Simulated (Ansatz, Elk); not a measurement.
# How far do independent atoms describe Mg6CdPb?

Structure refinements treat a crystal as free atoms side by side. For a made-up structure of Mg6CdPb (cell and positions from a PBEsol relaxation) the runs below show what the calculated density changes in F(hkl).

Main program and level: Elk 11.2.3 (patched build); DFT, PBE, all-electron APW+lo, Dirac cores, scalar-relativistic bands, static density, no spin.

This account leaves out most program logs.

The structure was built from a prototype and need not be the compound's stable phase.

## 1. The starting structure

The structure is orthorhombic, space group Amm2 (No. 38). The conventional cell has a = 5.000 Å, b = 6.709 Å, c = 10.822 Å, α = 90.00°, β = 90.00°, γ = 90.00°. Pb has 10 Mg at 3.13 to 3.18 Å and 2 Cd at 3.35 Å nearest. Cd has 10 Mg at 3.09 to 3.21 Å and 2 Pb at 3.35 Å nearest. Nearest to Mg lie 2 Cd at 3.10 Å and 10 Mg at 3.13 to 3.35 Å. Nearest to Mg lie 10 Mg at 3.12 to 3.35 Å and 2 Pb at 3.13 Å. Mg has 2 Cd at 3.09 Å and 7 Mg at 3.13 to 3.23 Å and 2 Pb at 3.16 Å nearest. Mg has 8 Mg at 3.12 to 3.37 Å and 2 Cd at 3.16 to 3.21 Å and 2 Pb at 3.18 Å nearest. Farther neighbours are not listed.

## 2. Ground state and structure factors

An all-electron density is needed, since X-rays see the cores too. Task 0 finds the density and task 195 Fourier-transforms it; tshift is off so that phases refer to the origin typed.

Contents of elk.in:

```
tasks
  0
  195

xctype
  20

spinpol
  .false.

rgkmax
  7.0

gmaxvr
  14.0

lmaxo
  7

lmaxapw
  8

swidth
  0.002

tshift
  .false.

ramdisk
  .false.

hmaxvr
  5.5

maxscl
  120

epspot
  1e-06

sppath
  './'

avec
  9.44809960423 0.00000000000 -0.00000000000
  -0.00000000000 6.33954776404 10.22497305001
  -0.00000000000 -6.33954776404 10.22497305001

atoms
  3
  'Pb.in'
  1
  0.5000000000 0.1614230164 0.1614230164   0.000000 0.000000 0.000000
  'Cd.in'
  1
  0.5000000000 0.6652091310 0.6652091310   0.000000 0.000000 0.000000
  'Mg.in'
  6
  0.0000000000 0.8352098852 0.8352098852   0.000000 0.000000 0.000000
  -0.0000000000 0.3359864643 0.3359864643   0.000000 0.000000 0.000000
  0.0000000000 0.3469359609 0.8240361790   0.000000 0.000000 0.000000
  0.0000000000 0.8240361790 0.3469359609   0.000000 0.000000 0.000000
  0.5000000000 0.1627731473 0.6608262159   0.000000 0.000000 0.000000
  0.5000000000 0.6608262159 0.1627731473   0.000000 0.000000 0.000000

ngridk
  5 4 4
```

Run with:

```bash
> OMP_NUM_THREADS=4 elk
```

Run time: 2.1 min. Hardware: 4 threads of Arm Neoverse V1, shared host; peak memory 0.33 GiB; 6.6 min of CPU time.

SFACRHO.OUT:

```text

h k l indices transformed by vhmat matrix:
   1.000000000       0.000000000       0.000000000    
   0.000000000       1.000000000       0.000000000    
   0.000000000       0.000000000       1.000000000    

      h      k      l  multipl.   |H|            Re(F)            Im(F)           |F|

      0      0      0      1   0.0000000       202.00000      0.28928115E-17   202.00000    
      0      0     -1      2  0.58307392       16.865910      -26.720322       31.598015    
      0      0      1      2  0.58307392       16.865910       26.720322       31.598015    
      0      1      1      1  0.61449407      -46.852644       90.514604       101.92185    
      0     -1     -1      1  0.61449407      -46.852644      -90.514604       101.92185    
     -1      0      0      2  0.66502107      -101.37274     -0.16550615E-13   101.37274    
     -1      0      1      4  0.88443667      -19.009917      -27.559629       33.479995    
      1     -1      0      4  0.88443667      -19.009917       27.559629       33.479995    
     -1      1      1      2  0.90545899       45.060496      -87.048293       98.019659    
      1     -1     -1      2  0.90545899       45.060496       87.048293       98.019659    
      0      1     -1      2  0.99110939       96.854745     -0.25066410E-14   96.854745    
      0      1      2      2   1.0465090      -31.188849       4.9828570       31.584382    
      0     -1     -2      2   1.0465090      -31.188849      -4.9828570       31.584382    
      0      2      0      2   1.1661478      -76.343094       84.031718       113.53236    
      0     -2      0      2   1.1661478      -76.343094      -84.031718       113.53236    
     -1     -1      1      4   1.1935455      -93.129981     -0.34860570E-15   93.129981    
      0     -2     -2      1   1.2289881      -94.365690       74.189969       120.03764    
      0      2      2      1   1.2289881      -94.365690      -74.189969       120.03764
```

Elk indexes on the primitive cell of elk.in and gives |H| = 4π sin θ/λ in inverse bohr. Below, one row stands for each form hkl of the conventional cell (m members, Friedel mates merged), F is for one primitive cell and the density is static (no thermal factor). Free-atom factors are Waasmaier and Kirfel's, and R is Σm||F|−|F'||/Σm|F|.

```tsv
hkl	m	sin θ/λ (Å⁻¹)	abs F, DFT	neutral atoms	diff.	abs of complex diff.
011	4	0.088	31.598	31.651	-0.053	0.054
002	2	0.092	101.922	102.036	-0.114	0.114
100	2	0.100	101.373	101.460	-0.087	0.087
111	8	0.133	33.480	33.443	+0.037	0.038
102	4	0.136	98.020	98.014	+0.005	0.005
020	2	0.149	96.855	96.864	-0.009	0.009
013	4	0.157	31.584	31.547	+0.038	0.038
022	4	0.175	113.532	113.614	-0.082	0.168
120	4	0.179	93.130	93.126	+0.004	0.004
004	2	0.185	120.038	120.286	-0.248	0.317
113	8	0.186	31.484	31.431	+0.053	0.058
200	2	0.200	160.092	160.883	-0.791	0.791
122	8	0.202	147.297	148.002	-0.704	0.713
104	4	0.210	139.506	140.180	-0.674	0.690
211	8	0.218	29.156	29.092	+0.064	0.064
202	4	0.220	88.456	88.642	-0.187	0.187
031	4	0.228	33.294	33.261	+0.033	0.038
024	4	0.237	86.480	86.650	-0.170	0.170
015	4	0.243	31.129	31.104	+0.025	0.028
131	8	0.249	26.576	26.509	+0.067	0.067
220	4	0.249	85.463	85.606	-0.142	0.142
213	8	0.255	29.446	29.416	+0.030	0.030
```

## 3. The highest occupied states alone

An energy window below the Fermi level keeps the highest occupied states, to see at which angles they scatter; shallow core shells can lie inside it and anion s states outside. No new self-consistency is needed.

elk.in: that of step 2 with these lines changed.

```diff
@@ -1,3 +1,2 @@
 tasks
-  0
   195
@@ -40,2 +39,5 @@
 
+wsfac
+  -0.264010 0.476980
+
 sppath
```

Run with:

```bash
> OMP_NUM_THREADS=4 elk
```

It took 31 s on 4 threads; peak memory 0.22 GiB.

States within 12 eV below the Fermi level hold 28.00 electrons; any levels below the window count with the cores. Their amplitudes can exceed the total, where window and core parts have opposite phase:

```tsv
hkl	sin θ/λ (Å⁻¹)	abs F, window	abs F, all
011	0.088	7.753	31.598
002	0.092	10.212	101.922
100	0.100	9.977	101.373
111	0.133	6.839	33.480
102	0.136	8.651	98.020
020	0.149	8.103	96.855
013	0.157	6.427	31.584
022	0.175	7.164	113.532
120	0.179	6.846	93.130
004	0.185	6.616	120.038
```

## 4. Another functional

The difference from free atoms is small, so it is set against the change that LDA (Perdew-Wang) makes.

elk.in: that of step 3 with these lines changed.

```diff
@@ -1,2 +1,3 @@
 tasks
+  0
   195
@@ -4,3 +5,3 @@
 xctype
-  20
+  3
 
@@ -39,5 +40,2 @@
 
-wsfac
-  -0.264010 0.476980
-
 sppath
```

Run with:

```bash
> OMP_NUM_THREADS=4 elk
```

The job ended after 93 s (4 threads; peak memory 0.25 GiB).

Against the first run R = 0.03 %; the largest change is -0.119 at 026.

## 5. A coarser k-mesh

About half the k-points along each axis test the sampling.

elk.in: that of step 4 with these lines changed.

```diff
@@ -5,3 +5,3 @@
 xctype
-  3
+  20
 
@@ -66,2 +66,2 @@
 ngridk
-  5 4 4
+  2 2 2
```

Run with:

```bash
> OMP_NUM_THREADS=4 elk
```

The job ended after 61 s (4 threads; peak memory 0.33 GiB; 2.1 min of CPU time).

Against the first run R = 0.01 %; the largest change is -0.145 at 100.

## 6. Settings against the effect

```tsv
run	R against the first run (%)	R against neutral atoms, low angle (%)	wall time
PBE, rgkmax 7	0.00	0.20	2.1 min
LDA (Perdew-Wang)	0.03	0.22	93 s
k-mesh 2×2×2	0.01	0.19	61 s
```

## 7. Summary of results

| Quantity | Value |
| --- | --- |
| R against neutral atoms, sin θ/λ < 0.3 Å⁻¹ | 0.20 % |
| R against neutral atoms, 0.3 to 0.52 Å⁻¹ | 0.07 % |

Independent neutral atoms miss the calculated amplitudes by R = 0.20 % below 0.3 Å⁻¹ and 0.07 % from there to 0.52 Å⁻¹; by shells, 0.07 % below 0.15 Å⁻¹ (6 forms), 0.22 % 0.15 to 0.3 (25 forms), 0.06 % 0.3 to 0.45 (68 forms), 0.10 % above 0.45 (50 forms). Bonding, aspherical density and the tables' own atoms all enter these figures, and the runs don't part them. The largest change of an amplitude is -0.79 electrons, at 200. R counts amplitudes alone; phases shift too. The window's part falls from 28.0 electrons at the origin to at most 0.71 between 0.45 and 0.52 Å⁻¹. Below 0.3 Å⁻¹ the changes that finished (LDA (Perdew-Wang) and k-mesh 2×2×2) move F by R = 0.04 % at most, against the 0.20 % that separates it from free atoms. The basis has no finished test. Spin-orbit coupling is left out, which can matter for elements this heavy. Part of the difference isn't bonding: the tables are fits to free atoms and ions calculated by other methods than this functional. Thermal motion, anomalous dispersion and extinction are left out.

[Logs are printed without paths, hosts, clocks, repeated set-up lines and the standing remarks that a program may print on its own settings, such as how far it seeks lower states.]

[Hosts, paths, dates, database ids (printed as entryN), source tags and the programs' standing remarks are cut or masked in the printed files.]
